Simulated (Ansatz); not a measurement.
**A hypothetical structure for LiTlF4**

Starting from a made-up structure for LiTlF4, the aim is the relaxed cell, its shortest contacts and, where a second run follows, its electronic structure.

Program: Ansatz 0.2.0. Level of theory: DFT, PBE, plane-wave PAW, files of the set soft_1, scalar-relativistic, no spin, cell and ions relaxed at zero pressure; PAW set soft_1. Results are calculated unless marked as measured.

### 1. Set-up

Symmetry: C2/m, No. 12, monoclinic system. The conventional cell has a = 7.007 Å, b = 6.557 Å, c = 3.668 Å, α = 90.00°, β = 97.71°, γ = 90.00°. Nearest to Tl lie 4 F at 1.97 to 2.01 Å. F has 1 Tl at 2.01 Å and 1 Li at 2.06 Å nearest. Nearest to F lie 1 Tl at 1.97 Å and 2 Li at 2.26 Å. Nearest to Li lie 6 F at 2.06 to 2.26 Å. Farther neighbours and most contacts between anions are not listed.

### 2. Relaxing cell and atoms

The guessed cell has no reason to be at equilibrium. It is relaxed with the atoms, within the space group of the guess.

The input, input.yaml:

```yaml
crystal:
  lattice:
    - [3.5035, -3.2785, 0.0]
    - [3.5035, 3.2785, 0.0]
    - [-0.492095735, 0.0, 3.634840545]
  atoms:
    - { symbol: Tl, position: [0.5, 0.5, 0.5] }
    - { symbol: F, position: [0.2958, 0.2958, 0.0576] }
    - { symbol: F, position: [0.2002, 0.7998, 0.5] }
    - { symbol: F, position: [0.7998, 0.2002, 0.5] }
    - { symbol: F, position: [0.7042, 0.7042, 0.9424] }
    - { symbol: Li, position: [0.0, 0.0, 0.0] }
kpoints:
  mp_grid: { grid: [6, 6, 7] }
scf:
  occupations: { method: fermi_dirac, width: 0.05 }
hamiltonian:
  xc: pbe
  pseudopotentials: { kind: paw, azcp: { folder: soft_1 } }
relax:
  f_tol: 0.015
  max_steps: 70
  cell: {}
output:
  forces: true
  stress: true
```

The run is started by

```
$ ansatz run input.yaml --threads 4 --pin off --max-ram 10240MiB --backend cpu --events-out ev --progress --plain --runs-dir out
```

Numbers of over 12 decimals in the logs are rounded to 6 here.

The log of the run:

```text
Engine: ansatz 0.2.0, aarch64-unknown-linux-gnu
Pseudopotentials: kind: paw
Pseudopotential: Tl, paw, valence charge 13, recommended cutoff 420 eV (normal), soft_1/Tl.paw.azcp
Pseudopotential: F, paw, valence charge 7, recommended cutoff 420 eV (normal), soft_1/F.paw.azcp
Pseudopotential: Li, paw, valence charge 3, recommended cutoff 420 eV (normal), soft_1/Li.paw.azcp
Functional definition: PBE
  parameter kappa = 0.804
  parameter beta = 0.066725
  exchange = pbe_x(kappa = kappa, mu = beta*pi^2/3)
  correlation = pbe_c(beta = beta)
Crystal: 6 atoms, lattice volume = 83.501 Å³
Basis set: ecut = 420 eV, 1621 PW (Γ), exchange–correlation on 72×72×50 points (8 copies of the dense FFT grid, shifted against one another)
Bands: 28, of which v1, the nominal top of the filled ones, is band 22 counted from 1 (21 counted from 0)
Symmetry: 4 space group operations
Space group: C2/m (ITA 12), of the structure as read, at distance tolerance 4.4e-5 Å
k-points: 76 of 252
Non-local potential: Tl, projectors of the file, l = 0: 2, l = 1: 2, l = 2: 2, l = 3: 1
Non-local potential: F, projectors of the file, l = 0: 2, l = 1: 2, l = 2: 1
Non-local potential: Li, projectors of the file, l = 0: 3, l = 1: 2, l = 2: 1
PAW form: soft (Blöchl's): semilocal exchange-correlation on the pseudo side does not see the compensation charge
PAW one-centre angular grid: Tl, 590 points (default); XC on 64 Gauss nodes
PAW one-centre angular grid: F, 110 points (default); XC on 64 Gauss nodes
PAW one-centre angular grid: Li, 110 points (default); XC on 96 Gauss nodes
Initial density: superposition of atomic densities (chi_scale 0.1, normalization cell, long waves kept (reshape's long-wave potential 0.19 eV rms))
Initial wavefunctions: pseudopotential atomic-orbital guess
Functional: x = pbe(κ = 0.804, μ = 0.219515), c = pbe(β = 0.066725)
SCF iter   1: F=—  HF=-14888.329485 eV  |F-HF|=—  |Δ(HF+E_count)|=         —  Δρ=1.01e-1  dr2=8.16e0  ethr=3.10e-3  ⟨swp⟩=5.9  Hψ=10381  notcnv=0  defer=24
preconditioner: auto → Resta (q_TF=auto, 2.452 Å⁻¹)  ε∞=3.3  [insulator: Δε(μ)=2.322 eV  Ē_g=17.349 eV  σ=0.050 eV  W_gap=1.00  n_scr=20 (ndim 8)  ℏωp=26.3 eV  f_vac=0.011  D(μ)=0.00/eV (n_scr^D=0)  ε∞_Penn≈3.3]
SCF iter   2: F=—  HF=-14885.768342 eV  |F-HF|=—  |Δ(HF+E_count)|=    2.56e0  Δρ=3.71e-2  dr2=1.04e0  ethr=3.10e-3  ⟨swp⟩=3.0  Hψ=4982  notcnv=0  defer=129
SCF iter   3: F=—  HF=-14885.417619 eV  |F-HF|=—  |Δ(HF+E_count)|=   3.51e-1  Δρ=1.35e-2  dr2=1.80e-1  ethr=2.35e-3  ⟨swp⟩=2.1  Hψ=4190  notcnv=0  defer=130
SCF iter   4: F=—  HF=-14885.360893 eV  |F-HF|=—  |Δ(HF+E_count)|=   5.67e-2  Δρ=4.72e-3  dr2=1.86e-2  ethr=4.10e-4  ⟨swp⟩=2.1  Hψ=3615  notcnv=0  defer=130
SCF iter   5: F=—  HF=-14885.365702 eV  |F-HF|=—  |Δ(HF+E_count)|=   4.81e-3  Δρ=4.78e-3  dr2=1.31e-2  ethr=4.23e-5  ⟨swp⟩=2.0  Hψ=3977  notcnv=0  defer=129
SCF iter   6: F=—  HF=-14885.364002 eV  |F-HF|=—  |Δ(HF+E_count)|=   1.70e-3  Δρ=7.21e-4  dr2=4.79e-4  ethr=2.99e-5  ⟨swp⟩=2.4  Hψ=3880  notcnv=0  defer=128
SCF iter   7: F=—  HF=-14885.364510 eV  |F-HF|=—  |Δ(HF+E_count)|=   5.08e-4  Δρ=1.34e-4  dr2=1.62e-5  ethr=1.09e-6  ⟨swp⟩=2.0  Hψ=3256  notcnv=0  defer=128
SCF iter   8: F=—  HF=-14885.364505 eV  |F-HF|=—  |Δ(HF+E_count)|=   4.91e-6  Δρ=2.76e-5  dr2=6.10e-7  ethr=3.69e-8  ⟨swp⟩=2.6  Hψ=3844  notcnv=0  defer=128
SCF iter   9: F=-14885.364506 eV  HF=-14885.364506 eV  |F-HF|=2.69e-8  |Δ(HF+E_count)|=   1.05e-6  Δρ=4.25e-6  dr2=1.77e-8  ethr=2.27e-10  ⟨swp⟩=4.0  Hψ=7198  notcnv=0
SCF 1 converged in 9 iterations: F = -14885.364506 eV  dr2 = 1.77e-8
  greatest PAW one-centre occupation: 1.000 electrons in one spin orbital (limit 2), on the Li atom at site 5 (counted from 0), in its partial waves of l = 0
relax step   1: F+E_penalty+E_count = -14885.36450642 eV  Δ(F+E_penalty+E_count) = +0.000e0 eV  max|allowed force component| = 2.704e0 eV/Å  Δτ_max = 0.0000 Å  P = +11.477 GPa  Ω = 83.501 Å³  (9 SCF iters, dr2 threshold 1.00e-7 eV, accepted)
Crystal: 6 atoms, lattice volume = 84.156 Å³
Basis set: ecut = 420 eV, 1639 PW (Γ), exchange–correlation on 72×72×50 points (8 copies of the dense FFT grid, shifted against one another)
Initial density: handed on by an earlier stage of this run
Initial wavefunctions: those handed on with the density
iter 1 solved again at ethr=1.64e-4 eV; its pass at ethr=3.10e-3 eV (dr2=7.22e-2 eV) is discarded
SCF iter   1: F=—  HF=-14886.223465 eV  |F-HF|=—  |Δ(HF+E_count)|=         —  Δρ=1.80e-2  dr2=7.14e-2  ethr=1.64e-4  ⟨swp⟩=1.8  Hψ=12458  notcnv=0
preconditioner: auto → Resta (q_TF=auto, 2.449 Å⁻¹)  ε∞=3.4  [insulator: Δε(μ)=2.563 eV  Ē_g=16.775 eV  σ=0.050 eV  W_gap=1.00  n_scr=20 (ndim 8)  ℏωp=26.2 eV  f_vac=0.146  D(μ)=0.00/eV (n_scr^D=0)  ε∞_Penn≈3.4]
SCF iter   2: F=—  HF=-14886.211962 eV  |F-HF|=—  |Δ(HF+E_count)|=   1.15e-2  Δρ=7.68e-3  dr2=8.11e-3  ethr=1.62e-4  ⟨swp⟩=2.0  Hψ=3425  notcnv=0
SCF iter   3: F=—  HF=-14886.212923 eV  |F-HF|=—  |Δ(HF+E_count)|=   9.60e-4  Δρ=3.64e-3  dr2=2.00e-3  ethr=1.84e-5  ⟨swp⟩=2.0  Hψ=3600  notcnv=0
SCF iter   4: F=—  HF=-14886.213544 eV  |F-HF|=—  |Δ(HF+E_count)|=   6.21e-4  Δρ=2.88e-4  dr2=6.80e-5  ethr=4.56e-6  ⟨swp⟩=2.0  Hψ=3963  notcnv=0
SCF iter   5: F=—  HF=-14886.213579 eV  |F-HF|=—  |Δ(HF+E_count)|=   3.55e-5  Δρ=1.18e-4  dr2=1.10e-5  ethr=1.55e-7  ⟨swp⟩=2.9  Hψ=3806  notcnv=0
SCF iter   6: F=—  HF=-14886.213587 eV  |F-HF|=—  |Δ(HF+E_count)|=   8.00e-6  Δρ=1.65e-4  dr2=1.51e-5  ethr=2.50e-8  ⟨swp⟩=2.0  Hψ=3664  notcnv=0
SCF iter   7: F=-14886.213585 eV  HF=-14886.213585 eV  |F-HF|=2.43e-7  |Δ(HF+E_count)|=   2.63e-6  Δρ=1.96e-5  dr2=2.39e-7  ethr=1.36e-9  ⟨swp⟩=3.0  Hψ=8543  notcnv=0
SCF 2 converged in 7 iterations: F = -14886.213585 eV  dr2 = 2.39e-7
relax step   2: F+E_penalty+E_count = -14886.21358489 eV  Δ(F+E_penalty+E_count) = -8.491e-1 eV  max|allowed force component| = 7.248e-1 eV/Å  Δτ_max = 0.1104 Å  P = +1.215 GPa  Ω = 84.156 Å³  energy of the carried Pulay correction = -1.309e-3 eV  (7 SCF iters, dr2 threshold 6.00e-7 eV, accepted)
Crystal: 6 atoms, lattice volume = 81.788 Å³
Basis set: ecut = 420 eV, 1569 PW (Γ), exchange–correlation on 72×72×50 points (8 copies of the dense FFT grid, shifted against one another)
iter 1 solved again at ethr=4.90e-5 eV; its pass at ethr=3.10e-3 eV (dr2=2.15e-2 eV) is discarded
SCF iter   1: F=—  HF=-14886.341913 eV  |F-HF|=—  |Δ(HF+E_count)|=         —  Δρ=1.11e-2  dr2=2.16e-2  ethr=4.90e-5  ⟨swp⟩=2.2  Hψ=11083  notcnv=0
preconditioner: auto → Resta (q_TF=auto, 2.460 Å⁻¹)  ε∞=3.4  [insulator: Δε(μ)=2.569 eV  Ē_g=17.005 eV  σ=0.050 eV  W_gap=1.00  n_scr=18 (ndim 8)  ℏωp=26.6 eV  f_vac=0.127  D(μ)=0.00/eV (n_scr^D=0)  ε∞_Penn≈3.4]
SCF iter   2: F=—  HF=-14886.339465 eV  |F-HF|=—  |Δ(HF+E_count)|=   2.45e-3  Δρ=5.43e-3  dr2=4.63e-3  ethr=4.90e-5  ⟨swp⟩=2.6  Hψ=3713  notcnv=0
SCF iter   3: F=—  HF=-14886.339574 eV  |F-HF|=—  |Δ(HF+E_count)|=   1.08e-4  Δρ=1.68e-3  dr2=1.14e-3  ethr=1.05e-5  ⟨swp⟩=2.0  Hψ=3493  notcnv=0
SCF iter   4: F=—  HF=-14886.339402 eV  |F-HF|=—  |Δ(HF+E_count)|=   1.71e-4  Δρ=3.59e-4  dr2=8.19e-5  ethr=2.60e-6  ⟨swp⟩=2.1  Hψ=2974  notcnv=0
SCF iter   5: F=—  HF=-14886.339426 eV  |F-HF|=—  |Δ(HF+E_count)|=   2.41e-5  Δρ=2.78e-4  dr2=4.88e-5  ethr=1.86e-7  ⟨swp⟩=2.0  Hψ=3572  notcnv=0
SCF iter   6: F=—  HF=-14886.339421 eV  |F-HF|=—  |Δ(HF+E_count)|=   5.20e-6  Δρ=5.14e-5  dr2=1.41e-6  ethr=1.11e-7  ⟨swp⟩=2.1  Hψ=2815  notcnv=0
SCF iter   7: F=-14886.339422 eV  HF=-14886.339422 eV  |F-HF|=5.84e-8  |Δ(HF+E_count)|=   1.19e-6  Δρ=9.61e-6  dr2=6.58e-8  ethr=1.36e-9  ⟨swp⟩=4.0  Hψ=7442  notcnv=0
SCF 3 converged in 7 iterations: F = -14886.339422 eV  dr2 = 6.58e-8
relax step   3: F+E_penalty+E_count = -14886.33942241 eV  Δ(F+E_penalty+E_count) = -1.258e-1 eV  max|allowed force component| = 3.026e-1 eV/Å  Δτ_max = 0.0757 Å  P = +1.195 GPa  Ω = 81.788 Å³  energy of the carried Pulay correction = +3.474e-3 eV  (7 SCF iters, dr2 threshold 6.00e-7 eV, accepted)
[... from here on, the SCF cycles and remarks between the steps are left out ...]
relax step   4: F+E_penalty+E_count = -14886.35944732 eV  Δ(F+E_penalty+E_count) = -2.002e-2 eV  max|allowed force component| = 5.341e-2 eV/Å  Δτ_max = 0.0319 Å  P = +0.104 GPa  Ω = 81.945 Å³  energy of the carried Pulay correction = +3.153e-3 eV  (6 SCF iters, dr2 threshold 6.00e-7 eV, accepted)
relax step   5: F+E_penalty+E_count = -14886.36082241 eV  Δ(F+E_penalty+E_count) = -1.375e-3 eV  max|allowed force component| = 2.643e-2 eV/Å  Δτ_max = 0.0076 Å  P = +0.063 GPa  Ω = 82.094 Å³  energy of the carried Pulay correction = +2.848e-3 eV  (5 SCF iters, dr2 threshold 5.01e-7 eV, accepted)
relax step   6: F+E_penalty+E_count = -14886.36132156 eV  Δ(F+E_penalty+E_count) = -4.991e-4 eV  max|allowed force component| = 5.541e-3 eV/Å  Δτ_max = 0.0059 Å  P = -0.011 GPa  Ω = 82.152 Å³  energy of the carried Pulay correction = +2.731e-3 eV  (6 SCF iters, dr2 threshold 8.93e-8 eV, accepted)
relax step   7: F+E_penalty+E_count = -14886.36153930 eV  Δ(F+E_penalty+E_count) = -2.177e-4 eV  max|allowed force component| = 2.396e-3 eV/Å  Δτ_max = 0.0013 Å  P = +0.013 GPa  Ω = 82.092 Å³  energy of the carried Pulay correction = +2.852e-3 eV  (6 SCF iters, dr2 threshold 2.41e-8 eV, accepted)
relax step   8: F+E_penalty+E_count = -14886.37141003 eV  Δ(F+E_penalty+E_count) = -9.871e-3 eV  max|allowed force component| = 4.491e-3 eV/Å  Δτ_max = 0.0000 Å  P = +0.219 GPa  Ω = 82.092 Å³  stress off target by 4.71e-1 GPa  SCF on the basis re-selected at this cell (its energy is not comparable with the rows above)  (7 SCF iters)
relax step   9: F+E_penalty+E_count = -14886.37180959 eV  Δ(F+E_penalty+E_count) = -3.996e-4 eV  max|allowed force component| = 1.063e-3 eV/Å  Δτ_max = 0.0054 Å  P = +0.030 GPa  Ω = 82.369 Å³  energy of the carried Pulay correction = -5.778e-4 eV  (5 SCF iters, dr2 threshold 5.54e-7 eV, accepted)
relax step  10: F+E_penalty+E_count = -14886.37172272 eV  Δ(F+E_penalty+E_count) = +8.686e-5 eV  max|allowed force component| = 3.290e-4 eV/Å  Δτ_max = 0.0008 Å  P = -0.001 GPa  Ω = 82.416 Å³  energy of the carried Pulay correction = -6.754e-4 eV  (6 SCF iters, dr2 threshold 6.68e-9 eV, accepted)
iter 1 solved again at ethr=1.30e-7 eV; its pass at ethr=3.10e-3 eV (dr2=5.73e-5 eV) is discarded
SCF iter   1: F=—  HF=-14886.372375 eV  |F-HF|=—  |Δ(HF+E_count)|=         —  Δρ=6.29e-5  dr2=3.07e-7  ethr=1.30e-7  ⟨swp⟩=2.6  Hψ=14513  notcnv=0
preconditioner: auto → Resta (q_TF=auto, 2.457 Å⁻¹)  ε∞=3.5  [insulator: Δε(μ)=2.540 eV  Ē_g=16.902 eV  σ=0.050 eV  W_gap=1.00  n_scr=18 (ndim 8)  ℏωp=26.5 eV  f_vac=0.131  D(μ)=0.00/eV (n_scr^D=0)  ε∞_Penn≈3.5]
SCF iter   2: F=—  HF=-14886.372529 eV  |F-HF|=—  |Δ(HF+E_count)|=   1.55e-4  Δρ=3.03e-5  dr2=8.36e-8  ethr=6.97e-10  ⟨swp⟩=2.0  Hψ=3800  notcnv=0
SCF iter   3: F=—  HF=-14886.372538 eV  |F-HF|=—  |Δ(HF+E_count)|=   8.62e-6  Δρ=9.93e-6  dr2=1.07e-8  ethr=1.90e-10  ⟨swp⟩=2.1  Hψ=2979  notcnv=0
SCF iter   4: F=—  HF=-14886.372539 eV  |F-HF|=—  |Δ(HF+E_count)|=   7.23e-7  Δρ=9.20e-7  dr2=3.65e-10  ethr=2.43e-11  ⟨swp⟩=2.0  Hψ=3572  notcnv=0
SCF iter   5: F=—  HF=-14886.372539 eV  |F-HF|=—  |Δ(HF+E_count)|=  2.18e-11  Δρ=3.92e-7  dr2=8.56e-11  ethr=1.00e-12  ⟨swp⟩=4.0  Hψ=7323  notcnv=0
SCF iter   6: F=-14886.372539 eV  HF=-14886.372539 eV  |F-HF|=2.18e-11  |Δ(HF+E_count)|=  1.31e-10  Δρ=1.18e-7  dr2=8.89e-12  ethr=1.00e-12  ⟨swp⟩=4.0  Hψ=6381  notcnv=0
SCF 11 converged in 6 iterations: F = -14886.372539 eV  dr2 = 8.89e-12
relax step  11: F+E_penalty+E_count = -14886.37253884 eV  Δ(F+E_penalty+E_count) = -8.161e-4 eV  max|allowed force component| = 4.456e-4 eV/Å  Δτ_max = 0.0000 Å  P = +0.020 GPa  Ω = 82.416 Å³  stress off target by 3.74e-2 GPa  SCF on the basis re-selected at this cell (its energy is not comparable with the rows above)  (6 SCF iters)
basis re-selected at this cell: Δ(F+E_penalty+E_count) = -8.161e-4 eV, ΔP = +0.021 GPa vs the last step (what re-selecting the basis moved, of the pressure what is left beyond the Pulay correction that the steps carried, after the strain that the cell walked since its last selection, with what the two solves' SCF thresholds leave and, on support functions, any second-order correction that the steps lacked; it is no m [...]
SCF converged after 6 iterations
Free energy (F): -14886.372539 eV
Harris-Foulkes:  -14886.372539 eV  (|F-HF|=2.18e-11)
Internal energy: -14886.372539 eV  (E = F + TS)
E sigma→0 (E₀):  -14886.372539 eV
Fermi energy:    3.001938 eV
--- Per-component energies (eV) ---
  E_band       = -289.951189
  E_kinetic    = 1073.919569
  E_local      = -3553.174564  (includes V_loc(G=0)·N_el)
  E_nonlocal   = 647.980677
  E_hartree    = 1313.008457
  E_xc         = -494.693865
  E_vxc        = -520.276192  (∫ρ·V_xc dr)
  E_paw        = -11040.761385  (= ΣΔE_a)
  E_vpaw       = -564.420669  (= ΣTr[D̂ρ^β])
  E_aug_tail   = 0.003006  (compensation charges beyond the density's cutoff)
  E_ewald      = -2832.654433
  E_smearing   = -0.000000  (= −TS)
  E_closure    = -0.000000  (closes the sum)
  Σ components = -14886.372539   (vs F -14886.372539, Δ=0.00e0)
--- Forces (eV/Å), atoms counted from 1 ---
  atom   1  Tl     0.00000000     0.00000000     0.00000000
  atom   2  F     -0.00003846    -0.00000000     0.00014981
  atom   3  F     -0.00000000     0.00044557    -0.00000000
  atom   4  F      0.00000000    -0.00044557     0.00000000
  atom   5  F      0.00003846     0.00000000    -0.00014981
  atom   6  Li     0.00000000     0.00000000     0.00000000
  max |Σ_I F_I| component: 2.71e-20 eV/Å
--- Stress (GPa, compression-positive) ---
        0.010561       0.000000       0.025422
        0.000000       0.036480      -0.000000
        0.025421      -0.000000       0.013250
  P = ⅓ Tr σ = 0.0201 GPa (0.201 kbar)
--- Relaxed structure (9 steps of the walk, 9 accepted, 2 SCFs on fresh bases) ---
  F+E_penalty+E_count = -14886.37253884 eV   max|allowed force component| = 4.456e-4 eV/Å   (the final SCF, on the basis selected at the relaxed cell)
  cell:  # Å, volume = 82.4161 Å³
    - [3.393482, -3.424468, 0.227973]
    - [3.393482, 3.424468, 0.227973]
    - [-0.240124, 3.4949544740084064e-17, 3.529908]
  atoms:
    - { symbol: Tl, position: [0.5, 0.5, 0.5] }
    - { symbol: F, position: [0.290589, 0.290589, -0.000188389] }
    - { symbol: F, position: [0.192365, 0.807635, 0.5] }
    - { symbol: F, position: [0.807635, 0.192365, 0.5] }
    - { symbol: F, position: [0.709411, 0.709411, 1.000188] }
    - { symbol: Li, position: [0, 0, 0] }
```

It took 24 s on 4 threads of Arm Neoverse V2, shared host; peak memory 0.47 GiB; 91 s of CPU time.

Relaxation path:

```
step  energy less that of the first step (eV)  largest force component (eV/Å)  pressure (GPa)  volume (Å³)
   1                                   0.0000                          2.7043           11.48        83.50
   2                                  -0.8491                          0.7248            1.22        84.16
   3                                  -0.9749                          0.3026            1.20        81.79
   4                                  -0.9949                          0.0534            0.10        81.94
   5                                  -0.9963                          0.0264            0.06        82.09
   6                                  -0.9968                          0.0055           -0.01        82.15
   7                                  -0.9970                          0.0024            0.01        82.09
  8*                                  -1.0069                          0.0045            0.22        82.09
   9                                  -1.0073                          0.0011            0.03        82.37
  10                                  -1.0072                          0.0003            0.00        82.42
 11*                                  -1.0080                          0.0004            0.02        82.42
```

Relaxation steps marked * repeat the geometry before them on a plane-wave basis chosen anew for their cell, so energy and pressure can jump there.

The run keeps the 4 symmetry operations that it works with, so distortions that break them were not tested.

```csv
cell as run,before,after,change
a (Å),4.798,4.826,+0.6 %
b (Å),4.798,4.826,+0.6 %
c (Å),3.668,3.538,-3.5 %
α (°),95.62,90.03,-5.8 %
β (°),95.62,90.03,-5.8 %
γ (°),86.20,90.39,+4.9 %
volume (Å³/atom),13.92,13.74,-1.3 %
```

The atoms that moved most (Å, as changes of fractional coordinates times the final cell):

| atom | dx | dy | dz | length |
| --- | --- | --- | --- | --- |
| F5 | 0.021 | 0.000 | 0.206 | 0.207 |
| F2 | -0.021 | 0.000 | -0.206 | 0.207 |
| F4 | 0.000 | -0.054 | 0.000 | 0.054 |
| F3 | 0.000 | 0.054 | 0.000 | 0.054 |

Final coordinates:

```
Tl F Li
1.0
     3.39348   -3.42447    0.22797
     3.39348    3.42447    0.22797
    -0.24012    0.00000    3.52991
Tl F Li
1 4 1
Direct
  0.50000 0.50000 0.50000
  0.29059 0.29059 0.99981
  0.19237 0.80763 0.50000
  0.80763 0.19237 0.50000
  0.70941 0.70941 0.00019
  0.00000 0.00000 0.00000
```

This step gave:

```yaml
free_energy: -14886.3725 eV
fermi_energy: 3.002 eV
gap_by_band_count: 2.540 eV
electrons: 44
symmetry_operations: 4
pressure: 0.02010 GPa
```

The shortest distance of each pair, which need not be the same contact before and after:

```csv
pair,guess (Å),relaxed (Å)
F–Li,2.055,1.977
F–Tl,1.966,2.107
F–F,2.625,2.635
Tl–Tl,3.668,3.538
Li–Li,3.668,3.538
```

The relaxation ends with a largest force component of 4.5e-4 eV/Å and a pressure of 0.02 GPa.

### 3. What came out

| Property | Result |
| --- | --- |
| space group, relaxed | Cmmm |
| conventional cell | a = 6.802, b = 6.849, c = 3.538 Å; α = 90.0°, β = 90.0°, γ = 90.0° |
| volume per atom | 13.74 Å³ (guess 13.92) |

What this shows: LiTlF4 relaxes to Cmmm with a = 6.802, b = 6.849 and c = 3.538 Å. The guessed volume was near the relaxed one. The symmetry rose from C2/m to Cmmm, so the distortion of the structure type doesn't survive with these elements. Mesh and cutoff weren't tested. Spin-orbit coupling is left out, which can matter for elements this heavy. No dispersion term is used, so weakly bound directions may come out too long. Nothing here tests whether the compound is stable against decomposition.

[Logs are printed without paths, hosts, clocks, repeated set-up lines and the standing remarks that a program may print on its own settings, such as how far it seeks lower states.]

[Hosts, paths, dates, database ids (printed as entryN), source tags and the programs' standing remarks are cut or masked in the printed files.]
